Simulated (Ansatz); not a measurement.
# How fast states decay through H3SeF, part 2 of 3

Wanted: the relaxed cell of H3SeF, its band edges and its decay constants. It is built by putting F for Cl, Se for O in the H3ClO structure of space group R3m, with the volume rescaled by atomic radii. The parent structure comes from the Materials Project.

Ansatz 0.2.0; r2SCAN DFT, plane waves, PAW files (the session's first sound run).

So far. Step 2 (Cell and atoms at rest): The largest force component on a free atom ends at 0.0012 eV/Å.

The structure was built from a prototype and need not be the compound's stable phase.

## 3. Band edges

The energy window and the wavevectors of the next steps follow from the band edges, so these are searched first, off the mesh as well.

Input file input.yaml:

```yaml
crystal:
  lattice:
    - [2.3493637402, 1.3564057878, 3.2590993039]
    - [-2.3493637402, 1.3564057878, 3.2590993039]
    - [0.0, -2.7128115756, 3.2590993039]
  atoms:
    - { symbol: H, position: [0.7306069626, 0.2406069975, 0.2406069975] }
    - { symbol: H, position: [0.2406069975, 0.7306069626, 0.2406069975] }
    - { symbol: H, position: [0.2406069975, 0.2406069975, 0.7306069626] }
    - { symbol: F, position: [0.0072012252, 0.0072012252, 0.0072012252] }
    - { symbol: Se, position: [0.4849788172, 0.4849788172, 0.4849788172] }
kpoints:
  mp_grid: { grid: [6, 6, 6] }
  band_path: { path: [VBM, CBM], npoints: 30 }
scf:
  occupations: { method: fixed }
hamiltonian:
  xc: r2scan
output:
  eigenvalues: true
  write_potential: true
  write_density: true
  volumetric_format: npy
  elf: true
```

Started as:

```bash
ansatz run input.yaml --threads 2 --pin off --max-ram 4096MiB --backend cpu --events-out ev --progress --plain --runs-dir out
```

Numbers of over 12 decimals in the logs are rounded to 6 here.

What it wrote:

```text
[...]
Crystal: 5 atoms, lattice volume = 62.314 Å³
Basis set: ecut = 500 eV, 1613 PW (Γ), exchange–correlation on 128×128×128 points (64 copies of the dense FFT grid, shifted against one another)
Bands: 18, of which v1, the nominal top of the filled ones, is band 13 counted from 1 (12 counted from 0)
Symmetry: 6 space group operations
[...]
k-points: 32 of 216 (time reversal used)
[...]
SCF iter   1: F=—  HF=-6335.484474 eV  |F-HF|=—  |Δ(HF+E_count)|=         —  Δρ=5.30e-3  dr2=1.36e-2  dr2_τ=3.61e-2  ethr=1.77e-3  ⟨swp⟩=4.4  Hψ=2659  notcnv=0  defer=82
[...]
SCF iter   8: F=-6335.478519 eV  HF=-6335.478519 eV  |F-HF|=6.22e-10  |Δ(HF+E_count)|=   2.01e-8  Δρ=1.85e-6  dr2=1.57e-9  dr2_τ=6.01e-11  ethr=3.85e-10  ⟨swp⟩=6.9  Hψ=2008  notcnv=0
SCF 1 converged in 8 iterations: F = -6335.478519 eV  dr2 = 1.57e-9
[...]
NSCF: frozen V_eff on 32 k-points
[...]
SCF converged after 8 iterations
Free energy (F): -6335.478519 eV
[...]
Internal energy: -6335.478519 eV  (E = F + TS)
E sigma→0 (E₀):  -6335.478519 eV
Fermi energy:    0.069806 eV
[...]
--- Band table (eV; the first three rows and the last of 32) ---
  k-point 0: bands = [... 9 lower, -2.3685, -0.5001, -0.5001, 0.0698, 6.0611, 8.2127, 8.2127, 9.6506, ... 1 higher]
  k-point 1: bands = [... 9 lower, -2.4191, -0.8444, -0.5958, -0.0612, 6.7517, 8.1939, 8.2237, 9.7081, ... 1 higher]
  k-point 2: bands = [... 9 lower, -2.6231, -1.4155, -0.7869, -0.2467, 7.8236, 8.2505, 8.2817, 10.1222, ... 1 higher]
  k-point 31: bands = [... 9 lower, -2.2599, -1.9106, -1.1833, -1.1833, 7.8361, 8.1661, 8.1661, 12.0262, ... 1 higher]
```

Run time: 12 s. Hardware: 2 threads of Arm Neoverse V2, shared host; peak memory 0.45 GiB; 23 s of CPU time.

In the SCF lines HF is the Harris–Foulkes energy and dr2 the Hartree energy of the density residual, in eV; the loop may stop once dr2 is under the threshold and the program's other checks hold. Hψ counts applications of the Hamiltonian.

This step gave:

```yaml
fermi_energy: 0.06981 eV
gap_on_the_k_mesh: 5.948 eV
gap_on_path: 5.948 eV, by band count; negative where bands overlap
direct_gap_on_path: 5.991 eV
edge_places_on_path: 0, 1.004 1/A along the path
```

The electronic bands at the labelled points (eV, zero at the Fermi level (highest filled level under fixed occupations); v1 is the highest filled band, c1 the lowest empty one):

```csv
point,v4,v3,v2,v1,c1,c2
VBM,-2.44,-0.57,-0.57,0.00,5.99,8.14
halfway,-2.78,-1.31,-0.52,-0.15,6.89,8.19
CBM,-3.36,-0.66,-0.46,-0.10,5.95,7.95
```

The electronic bands as a text plot (rows in eV, shown from -5.1 to 8.0 only; labels by their first letter):

```
    7.7 |                                                       +
    7.1 |                       ++++++
    6.6 |          +++++++++++++      +++++++++++++
    6.1 |++++++++++                                ++++++++++++++
    5.5 |
    5.0 |
    4.4 |
    3.9 |
    3.3 |
    2.8 |
    2.3 |
    1.7 |
    1.2 |
    0.6 |
    0.1 |********************************************************
   -0.5 |********************************************************
   -1.0 |        ***************        ******************
   -1.6 |                       ********
   -2.1 |
   -2.6 |*******************************
   -3.2 |                               *************************
   -3.7 |
   -4.3 |                ************************
   -4.8 |********************************************************
         V                                                      C
```

ELF in the ac plane of the conventional cell at fractional y = 0.000, with atoms of H and F and Se within 0.2 Å of it. It is the smooth field of the valence electrons, not physical close to the nuclei.

Values, 24 rows by 14 columns, each cell a mean:
```
0.75 0.80 0.64 0.22 0.03 0.02 0.02 0.02 0.02 0.02 0.08 0.44 0.76 0.78
0.75 0.67 0.40 0.09 0.02 0.06 0.15 0.18 0.11 0.03 0.03 0.22 0.56 0.73
0.39 0.28 0.10 0.02 0.07 0.26 0.43 0.46 0.36 0.15 0.03 0.04 0.18 0.36
0.06 0.03 0.01 0.04 0.20 0.45 0.60 0.63 0.54 0.33 0.09 0.02 0.02 0.05
0.00 0.00 0.01 0.08 0.31 0.62 0.79 0.82 0.73 0.47 0.17 0.03 0.01 0.00
0.00 0.00 0.01 0.08 0.34 0.75 0.94 0.96 0.88 0.56 0.18 0.03 0.01 0.00
0.03 0.01 0.01 0.04 0.21 0.60 0.87 0.91 0.77 0.40 0.09 0.02 0.01 0.02
0.35 0.21 0.05 0.02 0.06 0.20 0.38 0.43 0.30 0.11 0.03 0.02 0.12 0.30
0.83 0.72 0.41 0.09 0.02 0.04 0.07 0.09 0.05 0.02 0.03 0.21 0.59 0.80
0.92 0.90 0.79 0.43 0.08 0.02 0.02 0.02 0.02 0.03 0.21 0.64 0.86 0.91
0.84 0.86 0.83 0.67 0.29 0.04 0.01 0.01 0.02 0.12 0.50 0.78 0.86 0.85
0.40 0.63 0.77 0.70 0.45 0.12 0.01 0.01 0.04 0.27 0.60 0.75 0.73 0.50
0.19 0.48 0.75 0.75 0.59 0.21 0.02 0.01 0.08 0.41 0.69 0.77 0.66 0.29
0.48 0.65 0.79 0.82 0.68 0.24 0.03 0.02 0.09 0.47 0.78 0.82 0.74 0.55
0.59 0.66 0.75 0.77 0.54 0.14 0.04 0.04 0.06 0.32 0.70 0.78 0.71 0.62
0.43 0.47 0.50 0.42 0.19 0.05 0.05 0.05 0.04 0.09 0.31 0.49 0.49 0.45
0.19 0.18 0.15 0.08 0.03 0.02 0.03 0.03 0.02 0.02 0.05 0.11 0.17 0.19
0.03 0.02 0.01 0.01 0.02 0.04 0.05 0.05 0.04 0.03 0.02 0.01 0.02 0.03
0.00 0.00 0.01 0.04 0.10 0.17 0.21 0.22 0.19 0.13 0.06 0.02 0.01 0.00
0.02 0.02 0.03 0.10 0.25 0.36 0.39 0.40 0.38 0.31 0.18 0.05 0.02 0.02
0.19 0.11 0.06 0.18 0.40 0.46 0.43 0.41 0.45 0.45 0.30 0.09 0.07 0.16
0.61 0.46 0.19 0.21 0.46 0.50 0.39 0.36 0.45 0.52 0.34 0.15 0.32 0.56
0.75 0.75 0.48 0.20 0.29 0.35 0.25 0.22 0.30 0.34 0.22 0.29 0.66 0.76
0.57 0.77 0.67 0.24 0.10 0.10 0.07 0.06 0.09 0.10 0.12 0.45 0.78 0.67
```
Columns run along a (4.7 Å), rows up along c (9.8 Å), edges of the conventional cell, whose origin can differ from the input's. Atoms in or near the plane, at fractional coordinates: H at (0.50, 0.74), F at (0.00, 0.01), Se at (0.00, 0.48).

Valence density in the ac plane of the conventional cell at fractional y = 0.000, with atoms of H and F and Se within 0.2 Å of it. It is the smooth field of the valence electrons, not physical close to the nuclei.

Values in e/Å³, 24 rows by 14 columns, each cell a mean:
```
 7  3  1  0  0  0  0  0  0  0  0  0  1  5
 1  1  0  0  0  0  0  0  0  0  0  0  0  1
 0  0  0  0  0  0  0  0  0  0  0  0  0  0
 0  0  0  0  0  0  0  0  0  0  0  0  0  0
 0  0  0  0  0  0  0  0  0  0  0  0  0  0
 0  0  0  0  0  0  1  1  0  0  0  0  0  0
 0  0  0  0  0  0  1  1  0  0  0  0  0  0
 0  0  0  0  0  0  0  0  0  0  0  0  0  0
 0  0  0  0  0  0  0  0  0  0  0  0  0  0
 0  0  0  0  0  0  0  0  0  0  0  0  0  0
 3  1  1  0  0  0  0  0  0  0  0  0  1  2
22  7  1  0  0  0  0  0  0  0  0  1  3 14
30  9  1  0  0  0  0  0  0  0  0  1  3 20
 6  2  1  0  0  0  0  0  0  0  0  1  1  4
 1  1  0  0  0  0  0  0  0  0  0  0  0  1
 0  0  0  0  0  0  0  0  0  0  0  0  0  0
 0  0  0  0  0  0  0  0  0  0  0  0  0  0
 0  0  0  0  0  0  0  0  0  0  0  0  0  0
 0  0  0  0  0  0  0  0  0  0  0  0  0  0
 0  0  0  0  0  0  0  0  0  0  0  0  0  0
 0  0  0  0  0  0  0  0  0  0  0  0  0  0
 1  0  0  0  0  0  0  0  0  0  0  0  0  0
 5  2  1  0  0  0  0  0  0  0  0  0  1  4
12  5  1  0  0  0  0  0  0  0  0  0  2  9
```
Columns run along a (4.7 Å), rows up along c (9.8 Å), edges of the conventional cell, whose origin can differ from the input's. Atoms in or near the plane, at fractional coordinates: H at (0.50, 0.74), F at (0.00, 0.01), Se at (0.00, 0.48).

Electrostatic potential energy in the ac plane of the conventional cell at fractional y = 0.000, with atoms of H and F and Se within 0.2 Å of it. With pseudopotentials it is smooth inside the atoms' cores, unlike the true potential.

Ten even steps from '_' (-21 eV) to '@' (8 eV), each cell a mean:
```
__..%%@@@@@@@@@@@@@@@@@@++__
**@@@@@@@@@@@@@@@@@@@@@@@@##
@@@@@@@@@@@@@@@@@@@@@@@@@@@@
@@@@@@@@@@@@%%%%%%@@@@@@@@@@
@@@@@@@@@@%%####%%%%@@@@@@@@
@@@@@@@@@@##::..++%%@@@@@@@@
@@@@@@@@@@##..__==%%@@@@@@@@
@@@@@@@@@@%%####%%@@@@@@@@@@
@@@@@@@@@@@@@@@@@@@@@@@@@@@@
**##%%@@@@@@@@@@@@@@@@@@%%**
::::++%%@@@@@@@@@@@@%%##--::
++--..**%%@@@@@@@@@@%%==..==
++--..**%%@@@@@@@@@@##--..++
::..--##%%@@@@@@@@%%##++....
--++##%%%%@@@@@@@@%%%%##**==
%%%%%%@@@@@@@@@@@@@@@@%%%%%%
@@@@@@@@@@@@@@@@@@@@@@@@@@@@
@@@@@@@@@@@@@@@@@@@@@@@@@@@@
@@@@@@@@@@@@@@@@@@@@@@@@@@@@
@@@@@@@@@@@@%%%%%%@@@@@@@@@@
@@@@@@@@@@%%%%%%%%@@@@@@@@@@
%%@@@@%%%%%%%%%%%%%%%%%%@@%%
__--%%%%%%@@@@@@@@%%%%%%**..
____##@@@@@@@@@@@@@@@@@@::__
```
Columns run along a (4.7 Å; values clipped at the 3rd and 97th percentile), rows up along c (9.8 Å), edges of the conventional cell, whose origin can differ from the input's. Atoms in or near the plane, at fractional coordinates: H at (0.50, 0.74), F at (0.00, 0.01), Se at (0.00, 0.48).

The searched edges give 5.95 eV, as on the mesh.

## 4. Complex bands, plane (110), k-mesh 10×10×10

This step: r2SCAN DFT, plane waves, PAW files; complex bands by layer matching along the plane's normal (Ansatz 0.2.0).

The same crystal is laid in a cell whose first two vectors span the (110) plane (indices of the standard conventional cell, whose axes can be ordered otherwise than in the bulk input). At fixed energy and wavevector in the plane the solver finds all kz, real and complex. A few wavevectors are listed, (0, 0) and (-0.5, 0) in units of the plane's reciprocal vectors; the slowest state needn't be among them.

Input file input.yaml:

```yaml
crystal:
  lattice:
    - [4.240409758, 0.0, 0.0]
    - [-0.966171962, 6.255048089, 0.0]
    - [1.637118898, 3.127524044, 2.34936374]
  atoms:
    - { symbol: H, position: [0.481213995, 0.2406069975, 0.4899999651] }
    - { symbol: H, position: [0.9712139601, 0.2406069975, 0.0] }
    - { symbol: H, position: [0.9712139601, 0.7306069626, 0.5100000349] }
    - { symbol: F, position: [0.0144024504, 0.0072012252, 0.0] }
    - { symbol: Se, position: [0.9699576344, 0.4849788172, 0.0] }
kpoints:
  mp_grid: { grid: [10, 10, 10] }
scf:
  occupations: { method: fixed }
hamiltonian:
  xc: r2scan
output:
  eigenvalues: true
  transmission:
    leads: [[0, 0]]
    kpoints: [[0.0, 0.0], [-0.5, 0.0]]
    e_range: [-1.0, 6.95]
    de: 0.16
```

What it wrote:

```text
[...]
Crystal: 5 atoms, lattice volume = 62.314 Å³
Basis set: ecut = 500 eV, 1613 PW (Γ), exchange–correlation on 128×192×128 points (64 copies of the dense FFT grid, shifted against one another)
Bands: 18, of which v1, the nominal top of the filled ones, is band 13 counted from 1 (12 counted from 0)
Symmetry: 6 space group operations
[...]
k-points: 116 of 1000 (time reversal used)
[...]
SCF iter   1: F=—  HF=-6335.484475 eV  |F-HF|=—  |Δ(HF+E_count)|=         —  Δρ=5.30e-3  dr2=1.36e-2  dr2_τ=3.61e-2  ethr=1.77e-3  ⟨swp⟩=4.5  Hψ=9643  notcnv=0  defer=305
[...]
SCF iter   8: F=-6335.478527 eV  HF=-6335.478527 eV  |F-HF|=5.99e-10  |Δ(HF+E_count)|=   1.86e-8  Δρ=1.83e-6  dr2=1.63e-9  dr2_τ=5.85e-11  ethr=3.85e-10  ⟨swp⟩=2.8  Hψ=4368  notcnv=0
SCF 1 converged in 8 iterations: F = -6335.478527 eV  dr2 = 1.63e-9
[...]
transmission: 4 of 8 steps passed
transmission: 8 of 8 steps passed
SCF converged after 8 iterations
Free energy (F): -6335.478527 eV
[...]
Internal energy: -6335.478527 eV  (E = F + TS)
E sigma→0 (E₀):  -6335.478527 eV
Fermi energy:    0.069804 eV
[...]
--- Band table (eV; the first three rows and the last of 116) ---
  k-point 0: bands = [... 9 lower, -2.3685, -0.5001, -0.5001, 0.0698, 6.0611, 8.2126, 8.2126, 9.6506, ... 1 higher]
  k-point 1: bands = [... 9 lower, -2.4330, -0.8728, -0.5230, -0.0264, 6.6907, 8.1832, 8.2436, 9.5970, ... 1 higher]
  k-point 2: bands = [... 9 lower, -2.7648, -1.3500, -0.5933, -0.1549, 7.5037, 8.2336, 8.4969, 9.8255, ... 1 higher]
  k-point 115: bands = [... 9 lower, -2.2599, -1.9107, -1.1833, -1.1833, 7.8361, 8.1661, 8.1661, 12.0262, ... 1 higher]
--- Transmission ---
  basis      : 275 plane waves across, 4 finite elements along
  points     : 2, as listed
  energies   : 50 from -1.000000 to 6.840000 eV about the Fermi level, 0.160000 eV apart; the leads are filled to 2.973803 eV, and channels, transmission and decay are at 3.000000 eV
  crystal 0  : F1H3Se1, at the sites [0, 0], period 2.3494 Å: whole cells are its period
    offset         : up to 0.0000 Å between an atom of the period and one for which it stands
    channels       : 0.000000e0 a spin
    conductance    : none, the energies end too early or step too widely for 300 K: set another output.transmission.e_range or a lower de, or, where they end at an eighth of basis.ecutwfc, a higher one
    slowest decay  : 0.4072 /Å at (0.0000, 0.0000)
```

It took 51 s on 2 threads; peak memory 0.88 GiB; 1.7 min of CPU time.

Numbers from this step:

| Property | Result |
| --- | --- |
| Fermi energy | 0.06980 eV |
| level to which the leads are filled | 2.974 eV from the Fermi level |
| decay constant at the filling level, zone centre | 0.4072 Å⁻¹ |
| decay constant at the filling level, slowest listed point | 0.4072 Å⁻¹ |

K parallel (0, 0); values up to 1.5 1/Å, a degenerate pair printed once or twice; energies at which all values exceed this have no row. The Im kz of the slowest decaying states by energy, zero at the highest filled level on the SCF mesh:

```csv
energy (eV),decay 1 (Å⁻¹),decay 2 (Å⁻¹),decay 3 (Å⁻¹),decay 4 (Å⁻¹)
-1.000,0.356,0.920,0.930,0.955
-0.520,0.0880,0.142,0.489,0.803
-0.040,0.243,0.252,0.318,0.876
0.440,0.344,0.382,0.407,0.594
0.920,0.377,0.420,0.543,0.721
1.560,0.405,0.448,0.650,0.741
2.040,0.414,0.457,0.718,0.744
2.520,0.414,0.457,0.740,0.798
3.000,0.407,0.449,0.731,0.790
3.480,0.393,0.433,0.717,0.777
3.960,0.370,0.409,0.698,0.760
4.440,0.338,0.374,0.673,0.740
4.920,0.293,0.326,0.644,0.715
5.560,0.197,0.216,0.594,0.674
6.040,0.548,0.637,0.754,1.000
6.520,0.489,0.592,0.699,0.918
```

K parallel (-0.5, 0); values up to 1.5 1/Å, a degenerate pair printed once or twice; energies at which all values exceed this have no row. Table of Im kz of the slowest decaying states by energy, zero at the highest filled level on the SCF mesh:

```csv
energy (eV),decay 1 (Å⁻¹),decay 2 (Å⁻¹),decay 3 (Å⁻¹),decay 4 (Å⁻¹)
-1.00,1.08,1.13,-,-
-0.68,0.885,1.17,-,-
-0.20,0.234,0.629,1.24,-
-0.04,0.218,0.743,1.26,-
0.12,0.297,0.799,1.28,1.49
0.60,0.416,0.863,1.33,1.43
0.92,0.428,0.511,0.873,1.36
1.40,0.442,0.626,0.865,1.32
1.72,0.450,0.697,0.845,1.27
2.20,0.455,0.801,1.19,1.42
2.52,0.455,0.818,1.14,1.43
2.84,0.451,0.832,1.08,1.44
3.32,0.438,0.847,1.00,1.44
3.64,0.425,0.852,0.948,1.45
4.12,0.398,0.853,0.874,1.45
4.44,0.373,0.812,0.829,0.886
4.92,0.324,0.744,0.765,0.926
5.24,0.278,0.707,0.725,0.937
5.72,0.166,0.649,0.664,0.941
6.04,0.607,0.623,0.937,1.32
6.52,0.538,0.556,0.923,1.25
6.84,0.484,0.506,0.908,1.20
```

At the listed wavevectors the last open channel is at -0.04 eV and the next at +6.04 eV on the grid. At +3.00 eV, the grid energy nearest the filling level (the middle of the gap on the SCF mesh), the slowest state at the listed wavevectors decays with κ = 0.407 Å⁻¹, its amplitude falling by e over 2.5 Å. Through 1 nm of this crystal that state's transmission falls by exp(−2 × 0.407 Å⁻¹ × 10 Å) = 2.9e-4.

## 5. Decay over the two-dimensional zone

The listed points could miss the slowest state, so one energy near mid-gap is solved on a mesh of 10×8.

input.yaml, as its differences from that of step 4:

```diff
@@ -19,6 +19,2 @@
   eigenvalues: true
-  transmission:
-    leads: [[0, 0]]
-    kpoints: [[0.0, 0.0], [-0.5, 0.0]]
-    e_range: [-1.0, 6.95]
-    de: 0.16
+  transmission: { leads: [[0, 0]], kmesh: [10, 8], e_range: [2.97, 2.98], de: 0.05 }
```

What it wrote:

```text
[...]
Crystal: 5 atoms, lattice volume = 62.314 Å³
Basis set: ecut = 500 eV, 1613 PW (Γ), exchange–correlation on 128×192×128 points (64 copies of the dense FFT grid, shifted against one another)
Bands: 18, of which v1, the nominal top of the filled ones, is band 13 counted from 1 (12 counted from 0)
Symmetry: 6 space group operations
[...]
k-points: 116 of 1000 (time reversal used)
[...]
SCF iter   1: F=—  HF=-6335.484475 eV  |F-HF|=—  |Δ(HF+E_count)|=         —  Δρ=5.30e-3  dr2=1.36e-2  dr2_τ=3.61e-2  ethr=1.77e-3  ⟨swp⟩=4.5  Hψ=9643  notcnv=0  defer=305
[...]
SCF iter   8: F=-6335.478527 eV  HF=-6335.478527 eV  |F-HF|=5.99e-10  |Δ(HF+E_count)|=   1.86e-8  Δρ=1.83e-6  dr2=1.63e-9  dr2_τ=5.85e-11  ethr=3.85e-10  ⟨swp⟩=2.8  Hψ=4368  notcnv=0
SCF 1 converged in 8 iterations: F = -6335.478527 eV  dr2 = 1.63e-9
[...]
transmission: 32 of 168 steps passed
transmission: 48 of 168 steps passed
[...]
transmission: 168 of 168 steps passed
SCF converged after 8 iterations
Free energy (F): -6335.478527 eV
[...]
Internal energy: -6335.478527 eV  (E = F + TS)
E sigma→0 (E₀):  -6335.478527 eV
Fermi energy:    0.069804 eV
[...]
--- Band table (eV; the first three rows and the last of 116) ---
  k-point 0: bands = [... 9 lower, -2.3685, -0.5001, -0.5001, 0.0698, 6.0611, 8.2126, 8.2126, 9.6506, ... 1 higher]
  k-point 1: bands = [... 9 lower, -2.4330, -0.8728, -0.5230, -0.0264, 6.6907, 8.1832, 8.2436, 9.5970, ... 1 higher]
  k-point 2: bands = [... 9 lower, -2.7648, -1.3500, -0.5933, -0.1549, 7.5037, 8.2336, 8.4969, 9.8255, ... 1 higher]
  k-point 115: bands = [... 9 lower, -2.2599, -1.9107, -1.1833, -1.1833, 7.8361, 8.1661, 8.1661, 12.0262, ... 1 higher]
--- Transmission ---
  basis      : 275 plane waves across, 4 finite elements along
  points     : 42, standing for a mesh of 10 x 8
  energies   : 1 from 2.970000 to 2.970000 eV about the Fermi level; the leads are filled to 2.973803 eV, and channels, transmission and decay are at 2.970000 eV
  crystal 0  : F1H3Se1, at the sites [0, 0], period 2.3494 Å: whole cells are its period
[...]
channels       : 0.000000e0 a spin
    conductance    : none, crystal 0 has no channel at the energies, or these end too early or step too widely for 300 K: set another output.transmission.e_range or a lower de, or, where they end at an eighth of basis.ecutwfc, a higher one
    slowest decay  : 0.4079 /Å at (0.0000, 0.0000)
```

It took 78 s on 2 threads; peak memory 0.84 GiB; 2.6 min of CPU time.

Numbers from this step:

| Property | Result |
| --- | --- |
| least decay constant on the mesh | 0.4079 Å⁻¹ |

Slowest decay constant (1/Å; 0 where a channel is open) over k1 and k2. At 2.9700 eV from the Fermi level.

Ten even steps from '0' (0.408) to '9' (0.660):
```
2599324984
2499314884
1487203774
1477303774
1477302784
2488413994
2489423995
2599424995
```
Columns: k1 (b1) from -0.5 to 0.4; rows upwards: k2 (b2) from -0.5 to 0.375.

The least value on the mesh is 0.408 Å⁻¹ at +2.97 eV. At that energy the listed points give about 0.408 Å⁻¹ by interpolation, so the mesh holds no clearly slower state.

(Continued in part 3 of 3.)

[Logs are printed without paths, hosts, clocks, repeated set-up lines and the standing remarks that a program may print on its own settings, such as how far it seeks lower states.]

[Hosts, paths, dates, database ids (printed as entryN), source tags and the programs' standing remarks are cut or masked in the printed files.]
